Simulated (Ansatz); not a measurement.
# Which shape does a chain of Be atoms take?

Several starts are relaxed for a free Be wire one or two atoms wide. Which ends lowest, and how do the shapes conduct?

**Method.** Ansatz 0.2.0, plane waves with PAW datasets at the program's default cutoffs, Fermi-Dirac smearing of 0.05 eV, chains in boxes 7.5 Å wide or more, moments seeded when the perfect chain is relaxed. PBE, no spin-orbit coupling; each start relaxes its atoms and period within its symmetry. Energies are at zero smearing, an atom, against the lowest. Moments are absolute ones, the integral of |ρ↑ − ρ↓|.

Results:

| start | end shape | length an atom (Å) | shortest bond (Å) | moment an atom (μB) | energy (meV) | G (G₀) | gap (eV) |
| --- | --- | --- | --- | --- | --- | --- | --- |
| triangles | strip of triangles | 1.08 | 2.06 | 0.00 | 0 | 3.00 | 0.00 |
| zigzag | strip of triangles | 1.08 | 2.06 | 0.00 | 1 | 3.00 | 0.00 |
| linear | straight | 2.16 | 2.16 | 0.00 | 565 | 0.0014 | 0.40 |
| dimer | straight | 2.15 | 2.15 | 0.00 | 565 | 0.0015 | 0.40 |

**Reading.** The lowest energy comes from the triangles start, which ends as a strip of triangles, 565 meV an atom under the linear chain with one atom a cell. The next lies 1 meV higher (zigzag start), with nearly the same bond and a length within 1 %, so it is probably the same form, and the difference is scatter of mesh or relaxation. The conductance runs from 0.0014 G₀ (linear start) to 3.00 G₀ (zigzag start). Starts not in the table: antiparallel.

**Limits.** G is the ballistic value of the perfect, endless wire, half a G₀ a channel and spin, broadened at 300 K; a real contact scatters. Only planar forms with one or two atoms a cell were tried, each within the symmetry of its start; alternating bonds in a zigzag, helices and thicker wires were not. Meshes were fixed at the starting length, so energies are good to 15 or 20 meV and lengths to a few per cent; moments are the relaxation's, and the run that gives G can hold a somewhat different one. A wire pulled between tips is under tension, which favours longer forms than the free minimum. Series of this kind are told only where this holds: four starts or more, in boxes that share their narrower side and keep the chain far from its images. 25 of 55 did.
